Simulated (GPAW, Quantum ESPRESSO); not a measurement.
# In K ELNES/XANES of In (I4/mmm) from DFT, part 4 of 4

Aim: the In K edge of In (I4/mmm) by two routes, a Lanczos recursion (XSpectra) and a sum over empty bands (GPAW), to see which features are robust.

Quantum ESPRESSO 7.5 and GPAW 26.7.0; core-hole supercells, plane-wave PAW LDA.

So far. Step 8 (Ground state of the crystal (GPAW)): The mesh shows no gap, so the system is treated as a metal and the core electron is put at the Fermi level (neutral cell). Step 9 (Spectrum without a core hole, In atom 1 (GPAW)): Main maxima below 26 eV (height): 6.2 eV (1.28) and 22.8 eV (1.13). 

**11. Spectrum with XCH, In atom 1 (GPAW)**

Level of this step: X-ray absorption from dipole matrix elements to empty bands, plane-wave PAW LDA (GPAW).

The holes are 5.7 Å apart. The excited electron is kept in the cell, where it fills the lowest empty states and screens the hole. After the field has converged, empty bands are computed with the density fixed and the dipole matrix elements are summed.

Input file xas.py:

```python
import numpy as np
from ase import Atoms
from ase.parallel import parprint, paropen
from gpaw import GPAW, PW, FermiDirac, Mixer, MixerDif, setup_paths
from gpaw.test import gen
setup_paths.insert(0, '.')
gen('In', name='fch1s', xcname='LDA', corehole=(1, 0, 1), write_xml=True)
from gpaw.mpi import world
world.barrier()

atoms = Atoms('In6',
    cell=[[-4.87641, 1.62547, 2.4737],
     [-4.87641, -1.62547, -2.4737],
     [0, -3.25094, 4.9474]],
    scaled_positions=[[0, 0, 0],
     [0.16666667, 0.16666667, 0.5],
     [0.33333333, 0.33333333, 0],
     [0.5, 0.5, 0.5],
     [0.66666667, 0.66666667, 0],
     [0.83333333, 0.83333333, 0.5]],
    pbc=True)
atoms.calc = calc = GPAW(legacy_gpaw=True, mode=PW(500), xc='LDA', setups={0: 'fch1s'},
    kpts={'size': (4, 4, 4), 'gamma': True}, occupations=FermiDirac(0.1),
    charge=-1, mixer=Mixer(0.1, 5, 50), maxiter=150,
    convergence={'density': 0.0001}, txt='scf.txt')
energy = atoms.get_potential_energy() + calc.get_reference_energy()
ef = calc.get_fermi_level()
out = dict(energy=energy, fermi=ef, forces=atoms.get_forces().tolist())
parprint(f'all-electron energy {energy:.4f} eV, Fermi level {ef:.4f} eV')
ev = np.array([[calc.get_eigenvalues(k, s) for k in range(len(calc.get_ibz_k_points()))] for s in range(calc.get_number_of_spins())])
out['homo'], out['lumo'], out['counts'] = ev[ev < ef].max(), ev[ev > ef].min(), sorted(set((ev < ef).sum((0, 2)).tolist()))
out['filled'] = (ev[:, 0] < ef).sum(1).tolist()

from ase.units import Ha
from gpaw.xas import dipole_matrix_elements
nb = int(calc.get_number_of_electrons() / 2) + 96
top, nb = nb, nb + 8 + nb // 12
nscf = calc.fixed_density(kpts={'size': (5, 5, 5), 'gamma': True}, nbands=nb,
    convergence={'bands': top, 'eigenstates': 1e-5}, maxiter=60, txt='nscf.txt')
cell = atoms.cell.array
ops = [cell.T @ U.T @ np.linalg.inv(cell.T) for U in nscf.wfs.kd.symmetry.op_scc]
E = np.arange(-6, 34, 0.1)
fwhm = np.interp(E, [4, 25], [7.91, 7.91])
Y, X, zero, highest = 0, 0, 1e9, 1e9
for spin in range(nscf.get_number_of_spins()):
    wfs = nscf.wfs
    A = dipole_matrix_elements(wfs.setups[0])
    eps = np.zeros((wfs.kd.nibzkpts, nb))
    d = np.zeros((3, A.shape[1], wfs.kd.nibzkpts, nb), complex)
    for kpt in wfs.kpt_u:
        if kpt.s == spin and 0 in kpt.P_ani:
            eps[kpt.k] = kpt.eps_n * Ha
            d[:, :, kpt.k] = (kpt.weight * wfs.nspins / 2) ** 0.5 * np.inner(A, kpt.P_ani[0])
    world.sum(eps)
    world.sum(d)
    T = np.einsum('amkn,bmkn->abkn', d, d.conj()).real
    T = sum(np.einsum('ai,ijkn,bj->abkn', R, T, R) for R in ops) / len(ops)
    empty = eps > ef
    zero, highest = min(zero, eps[empty].min()), min(highest, eps[:, top - 1].min())
    lines = [(eps, T, empty)] if spin == 0 else lines + [(eps, T, empty)]
for eps, T, empty in lines:
    f = np.einsum('aakn->akn', T).reshape(3, -1)
    x = eps.ravel() - zero
    w = np.interp(x, E, fwhm) / 2.35482
    g = np.exp(-0.5 * ((E[:, None] - x) / w) ** 2) / (w * (2 * np.pi) ** 0.5)
    Y = Y + (f * empty.ravel()) @ g.T
    X = X + (f * ~empty.ravel()) @ g.T
out.update(E=E.round(2).tolist(), xas=Y.tolist(), xes=X.tolist(), zero=zero, valid=highest - zero, nk=len(eps), nb=nb)
for i in range(0, len(E), 10):
    parprint(f'{E[i]:7.2f}', *(f'{v:10.3e}' for v in Y[:, i]))
import json
with paropen('out.json', 'w') as f:
    json.dump(out, f)
```

Run with:

```sh
$ OMP_NUM_THREADS=1 mpirun -n 4 gpaw python xas.py
```

Numbers of over 12 decimals in the logs are rounded to 6 here.

What it wrote:

```text
Input parameters:
  charge: -1
  convergence: {density: 0.0001}
  kpts: {gamma: True,
         size: (4, 4, 4)}
  maxiter: 150
  mixer: {backend: pulay,
          beta: 0.1,
          method: separate,
          nmaxold: 5,
          weight: 50}
  mode: {ecut: 500.0,
         name: pw}
  occupations: {fixmagmom: False,
                name: fermi-dirac,
                width: 0.1}
  setups: {0: fch1s}

Initialize ...

[... PAW data sets ...]

Reference energy: -931004.356065  # eV

Spin-paired calculation

[... convergence settings ...]
Symmetries present (total): 4
  [... symmetry matrices ...]

64 k-points: 4 x 4 x 4 Monkhorst-Pack grid + [1/8,1/8,1/8]
24 k-points in the irreducible part of the Brillouin zone
       k-points in crystal coordinates                weights
   0:     0.00000000    0.00000000    0.00000000          1/64
   1:     0.00000000    0.00000000    0.25000000          2/64
   2:     0.00000000    0.00000000    0.50000000          1/64
   3:     0.25000000   -0.25000000   -0.25000000          2/64
   4:     0.25000000   -0.25000000    0.00000000          2/64
   5:     0.25000000   -0.25000000    0.25000000          2/64
   6:     0.25000000   -0.25000000    0.50000000          2/64
   7:     0.25000000    0.00000000   -0.25000000          4/64
   8:     0.25000000    0.00000000    0.00000000          4/64
   9:     0.25000000    0.00000000    0.25000000          4/64
          ...
  23:     0.50000000    0.50000000    0.50000000          1/64

Wave functions: Plane wave expansion
  Cutoff energy: 500.000 eV
  Number of coefficients (min, max): 3958, 3998
  Pulay-stress correction: 0.000000 eV/Ang^3 (de/decut=0.000000)
  Using FFTW library
  Wavefunction extrapolation:
    Improved wavefunction reuse through dual PAW basis

Occupation numbers: Fermi-Dirac:
  width: 0.1000  # eV

Eigensolver
   Davidson(niter=2)

Densities:
  Coarse grid: 30*30*32 grid
  Fine grid: 60*60*64 grid
  Total Charge: 0.000000

Density mixing:
  Method: separate
  Backend: pulay
  Linear mixing parameter: 0.1
  old densities: 5
  Width of damping distribution: 1.1
  Damping of long wavelength oscillations: 50

[... Hamiltonian set-up ...]
Number of atoms: 6
Number of atomic orbitals: 54
Number of bands in calculation: 52
Number of valence electrons: 79
Bands to converge: occupied

... initialized

Initializing position-dependent things.

Density initialized from atomic densities
Creating initial wave functions:
  52 bands from LCAO basis set

       In      In      In

            In      In      In

Atomic positions and initial magnetic moments

Positions:
   0 In     0.000000    0.000000    0.000000    ( 0.0000,  0.0000,  0.0000)
   1 In    -1.625470   -1.625470    2.473700    ( 0.0000,  0.0000,  0.0000)
   2 In    -3.250940    0.000000    0.000000    ( 0.0000,  0.0000,  0.0000)
   3 In    -4.876410   -1.625470    2.473700    ( 0.0000,  0.0000,  0.0000)
   4 In    -6.501880    0.000000    0.000000    ( 0.0000,  0.0000,  0.0000)
   5 In    -8.127350   -1.625470    2.473700    ( 0.0000,  0.0000,  0.0000)

Unit cell:
           periodic     x           y           z      points  spacing
  1. axis:    yes   -4.876410    1.625470    2.473700    30     0.1582
  2. axis:    yes   -4.876410   -1.625470   -2.473700    30     0.1582
  3. axis:    yes    0.000000   -3.250940    4.947400    32     0.1698

  Lengths:   5.704447   5.704447   5.919914
  Angles:  101.883696  78.116304  62.515089

Effective grid spacing dv^(1/3) = 0.1759

iter:   1   -30.754610
iter:   2   -30.060869   -1.84  -1.36
iter:   3   -29.221400   -1.81  -1.44
iter:   4   -29.190542   -3.37  -1.72
iter:   5   -29.118651   -2.40  -1.76
iter:   6   -29.111030   -3.96  -2.59
iter:   7   -29.104095c  -3.59  -2.79
iter:   8   -29.102567c  -4.98  -2.99
iter:   9   -29.102481c  -5.29  -3.29
iter:  10   -29.102426c  -5.90  -3.34
iter:  11   -29.102416c  -6.57  -3.41
iter:  12   -29.102390c  -6.14  -3.49
iter:  13   -29.102387c  -7.63c -3.71
iter:  14   -29.102381c  -7.17  -3.79
iter:  15   -29.102380c  -6.83  -3.97
iter:  16   -29.102378c  -7.70c -4.30c

Converged after 16 iterations.

Dipole moment: (0.000000, 0.000000, -0.000000) |e|*Ang

Energy contributions relative to reference atoms: (reference = -931004.356065)

Kinetic:        +65.876093
Potential:      -63.196256
External:        +0.000000
XC:             -32.904196
Entropy (-ST):   -0.071261
Local:           +1.157612
SIC:             +0.000000
--------------------------
Free energy:    -29.138009
Extrapolated:   -29.102378

Showing only first 2 kpts
 Kpt  Band  Eigenvalues  Occupancy
  0    37      4.71657    2.00000
  0    38      5.19716    2.00000
  0    39      5.67066    1.99995
  0    40      5.68036    1.99994

  1    37      4.94891    2.00000
  1    38      5.56196    1.99998
  1    39      6.01568    1.99828
[...]
Fermi level: 6.72156

No gap
No difference between direct/indirect transitions

Forces in eV/Ang:
  0 In    0.00000    0.00000    0.00000
  1 In   -0.01260    0.00000    0.00000
  2 In    0.03666    0.00000    0.00000
  3 In    0.00000    0.00000    0.00000
  4 In   -0.03666    0.00000    0.00000
  5 In    0.01260    0.00000    0.00000
Scalar-relativistic atomic LDA calculation for In (Indium, Z=49)
Core hole in 1s state (1s occupation: 1.0)
750 radial gridpoints.
|------------------------------------------------|
|------------------------------------------------|
[... the atom generator's iteration count ...]

Energy contributions:
-------------------------
Kinetic:    +5011.498431
XC:          -139.186330
Potential:  -9717.082001
-------------------------
Total:      -4844.769900

state      eigenvalue         ekin         rmax
-----------------------------------------------
1s^1.0 : -1041.429737  1307.814509        0.019
2s^2.0 :  -158.894443   276.621694        0.107
2p^6.0 :  -144.457712   265.266805        0.085
3s^2.0 :   -30.906173    78.936934        0.310
3p^6.0 :   -25.920716    73.967952        0.302
3d^10.0:   -17.751812    67.653522        0.251
4s^2.0 :    -5.129466    21.303129        0.750
4p^6.0 :    -3.583045    18.210022        0.788
4d^10.0:    -1.255654    12.089910        0.885
5s^2.0 :    -0.660150     2.990870        1.992
5p^1.0 :    -0.387573     1.875673        2.413
-----------------------------------------------
(units: Bohr and Hartree)

Generating PAW setup
Kinetic energy of the core from tauc = 5003.343445099466
Cutoffs:
rc(s)=2.240
rc(p)=2.350
rc(d)=2.170
rc(vbar)=2.230
rc(comp)=2.150
rc(nct)=2.350

Kinetic energy of the core states: 4882.741918
Charge: 1.0
Core electrons: 35.0
Valence electrons: 13.0
Pseudo-core charge: 0.399899
Shape function alpha=2.163
Pseudo-electron charge 6.108974
state    eigenvalue         norm
--------------------------------
5s(2) :    -0.660150     1.151852
*s    :     0.339850
5p(1) :    -0.387573     1.028477
*p    :     0.612427
4d(10):    -1.255654     0.237689
*d    :    -0.255654
--------------------------------

Diagonalizing with gridspacing h=0.050

state   all-electron     PAW
-------------------------------
5s:      -0.660150    -0.661222
5p:      -0.387573    -0.389203
4d:      -1.255654    -1.256519
*f:                   -0.025681
-------------------------------
all-electron energy -931033.4584 eV, Fermi level 6.7216 eV
[...]
31.00  1.475e-08  1.466e-08  1.486e-08
  32.00  1.485e-08  1.473e-08  1.465e-08
  33.00  1.488e-08  1.474e-08  1.437e-08
```

Run time: 2.1 min. Hardware: 4 MPI ranks of Arm Neoverse V2, shared host; peak memory 0.42 GiB; 8.3 min of CPU time.

The In K spectrum, In atom 1, excited-electron core hole (neutral cell) (energy from the lowest empty level; intensity scaled to a mean of 1 over the first 20 eV; polarised curves are means over the symmetry-equivalent atoms):

```tsv
E (eV)	isotropic	ε ⊥ c	ε ∥ c
-2.0	0.43	0.42	0.45
-1.5	0.51	0.50	0.54
-1.0	0.60	0.58	0.63
-0.5	0.69	0.67	0.72
0.0	0.78	0.76	0.82
0.5	0.87	0.85	0.91
1.0	0.96	0.94	1.00
1.5	1.04	1.02	1.08
2.0	1.11	1.09	1.15
2.5	1.18	1.16	1.21
3.0	1.23	1.21	1.26
3.5	1.26	1.25	1.29
4.0	1.29	1.28	1.31
4.5	1.30	1.30	1.32
5.0	1.30	1.30	1.31
5.5	1.29	1.29	1.29
6.0	1.27	1.28	1.26
6.5	1.24	1.25	1.22
7.0	1.21	1.22	1.18
7.5	1.16	1.18	1.13
8.0	1.12	1.14	1.08
8.5	1.07	1.10	1.02
9.0	1.02	1.05	0.98
9.5	0.98	1.00	0.93
10.0	0.93	0.96	0.89
10.5	0.89	0.92	0.85
11.0	0.86	0.88	0.82
11.5	0.83	0.84	0.80
12.0	0.80	0.81	0.78
12.5	0.78	0.79	0.77
13.0	0.77	0.77	0.77
13.5	0.76	0.76	0.78
14.0	0.76	0.75	0.79
14.5	0.77	0.75	0.80
15.0	0.78	0.76	0.82
15.5	0.80	0.78	0.85
16.0	0.82	0.79	0.88
16.5	0.85	0.82	0.91
17.0	0.88	0.85	0.94
17.5	0.91	0.88	0.97
18.0	0.94	0.91	1.00
18.5	0.97	0.94	1.02
19.0	1.00	0.97	1.04
19.5	1.02	1.00	1.06
20.0	1.05	1.03	1.07
20.5	1.06	1.05	1.08
21.0	1.08	1.07	1.08
21.5	1.08	1.08	1.07
22.0	1.08	1.09	1.06
22.5	1.08	1.09	1.04
23.0	1.06	1.08	1.02
23.5	1.05	1.07	1.00
24.0	1.03	1.05	0.97
24.5	1.00	1.03	0.95
25.0	0.98	1.01	0.92
25.5	0.95	0.98	0.90
26.0	0.93	0.95	0.88
26.5	0.90	0.92	0.86
27.0	0.88	0.89	0.85
27.5	0.86	0.87	0.84
28.0	0.84	0.85	0.83
28.5	0.83	0.83	0.83
29.0	0.82	0.82	0.82
29.5	0.81	0.81	0.82
30.0	0.81	0.80	0.82
30.5	0.81	0.80	0.81
31.0	0.80	0.80	0.81
31.5	0.80	0.80	0.81
32.0	0.80	0.81	0.80
```

Main maxima below 28 eV (height): 4.8 eV (1.30) and 21.8 eV (1.08). 

**12. The two programs side by side**

The line shapes differ (Lorentzian half width 3.96 eV, against Gaussian full width 7.91 eV), so both get a further Gaussian of 1.5 eV full width before they are compared; the Lorentzian tails remain.

```tsv
E (eV)	XSpectra	GPAW
-2.00	0.58	0.44
-1.25	0.66	0.56
-0.50	0.75	0.69
0.25	0.84	0.82
1.00	0.93	0.95
1.75	1.02	1.07
2.50	1.08	1.17
3.25	1.14	1.24
4.00	1.16	1.28
4.75	1.17	1.29
5.50	1.16	1.28
6.25	1.15	1.25
7.00	1.12	1.20
7.75	1.09	1.14
8.50	1.05	1.07
9.25	1.01	1.00
10.00	0.98	0.94
10.75	0.95	0.88
11.50	0.92	0.83
12.25	0.90	0.80
13.00	0.89	0.78
13.75	0.88	0.77
14.50	0.88	0.78
15.25	0.89	0.79
16.00	0.90	0.83
16.75	0.92	0.86
17.50	0.94	0.91
18.25	0.96	0.95
19.00	0.99	1.00
19.75	1.00	1.03
20.50	1.02	1.06
21.25	1.03	1.07
22.00	1.03	1.08
22.75	1.03	1.07
23.50	1.01	1.04
24.25	1.00	1.01
25.00	0.98	0.98
25.75	0.95	0.94
26.50	0.94	0.90
27.25	0.92	0.87
28.00	0.91	0.84
28.75	0.90	0.83
29.50	0.89	0.81
30.25	0.89	0.81
31.00	0.89	0.81
31.75	0.89	0.80
```

```tsv
	XSpectra	GPAW
k mesh of the spectrum	5×5×5	5×5×5
cutoff (eV)	558	500
highest intensity below 24 eV after the common broadening, eV (height)	4.7 (1.17)	4.8 (1.30)
core time, hole field and spectrum	5.1 min	8.3 min
```

**13. With and without the hole**

XSpectra's curves. Both curves are counted from their own zero, so only the shift of weight within the empty states shows.

```tsv
E (eV)	no hole	XCH
-2.0	0.46	0.58
-1.0	0.56	0.69
0.0	0.66	0.81
1.0	0.75	0.93
2.0	0.85	1.05
3.0	0.95	1.12
4.0	1.03	1.16
5.0	1.08	1.17
6.0	1.12	1.16
7.0	1.12	1.12
8.0	1.11	1.07
9.0	1.09	1.03
10.0	1.05	0.98
11.0	1.02	0.93
12.0	0.99	0.90
13.0	0.96	0.88
14.0	0.95	0.88
15.0	0.95	0.89
16.0	0.97	0.90
17.0	1.00	0.93
18.0	1.03	0.96
19.0	1.07	0.99
20.0	1.12	1.01
21.0	1.16	1.03
22.0	1.19	1.04
23.0	1.21	1.02
24.0	1.21	1.00
25.0	1.19	0.98
26.0	1.17	0.95
27.0	1.14	0.92
28.0	1.12	0.91
29.0	1.11	0.89
30.0	1.10	0.89
31.0	1.10	0.89
32.0	1.10	0.89
```

With each curve scaled to its own mean, the area from −2 to 6 eV with the hole is 7.8 against 6.7, and the centre of weight from −1 to 20 eV moves by -0.6 eV: the hole pulls the absorber's empty states down.

**14. Runs not followed above**

These runs aren't followed: redraws of a spectrum that repeat one shown, runs with a planted fault or a state judged unsound, or a program's part that gave no sound spectrum.

| program | step | status | elapsed |
| --- | --- | --- | --- |
| Quantum ESPRESSO | no core hole, redrawn | converged | 4.7 s |
| Quantum ESPRESSO | spectrum with XCH, redrawn | converged | 2.1 s |

**15. Results**

```yaml
absorber_and_edge: In K, atom 1 of the ground-state input (counted from 1)
surroundings: 4 In at 3.25 Å and 8 In at 3.38 Å (distorted cuboctahedral, site symmetry 4/mmm)
highest_intensity_below_24_ev_xspectra_narrow_line: 4.7 eV above the zero, height 1.18
```

What this shows: The two programs agree closely: 9 % r.m.s. remains over the first 14 eV after a relative shift of 0.0 eV; their raw zeros differ by 32 eV. So wide a line leaves little structure to disagree on. In XSpectra the In K edge of atom 1, with 4 In at 3.25 Å and 8 In at 3.38 Å (distorted cuboctahedral, site symmetry 4/mmm), has its highest intensity of the first 24 eV at 4.7 eV above the zero, 1.2 times the mean level of the first 20 eV (Lorentzian half width 3.96 eV). In XSpectra: With each curve scaled to its own mean, the area from −2 to 6 eV with the hole is 7.8 against 6.7, and the centre of weight from −1 to 20 eV moves by -0.6 eV: the hole pulls the absorber's empty states down. In GPAW: With each curve scaled to its own mean, the area from −2 to 6 eV with the hole is 8.1 against 7.0, and the centre of weight from −1 to 20 eV moves by -0.4 eV: the hole pulls the absorber's empty states down. 3 further runs of this session are left out of this account as redundant. XSpectra leaves a spike where filled states are cut (about half a line width round xe0); it is interpolated away in tables and plots. The holes are only 5.7 Å apart, so the shape is probably not converged with cell size; no larger cell was run here. Lifetime broadening is put in by hand, and intensities beyond about 20 eV depend on it and on the partial waves. The structure is a published determination, not relaxed.

[Banner, clock and machine lines of the logs are left out without a mark of their own.]

[Logs are printed without paths, hosts, clocks, repeated set-up lines and the standing remarks that a program may print on its own settings, such as how far it seeks lower states.]

[Hosts, paths, dates, database ids (printed as entryN), source tags and the programs' standing remarks are cut or masked in the printed files.]

[Lists of maxima count a maximum above −3 eV only where it reaches 4 % of the highest in the window and stands out from its surroundings by 2 % of it (1.5 % where it reaches 55 %); shoulders and weaker maxima are passed over, and of the rest the first, up to two pre-edge ones and the few strongest are named.]
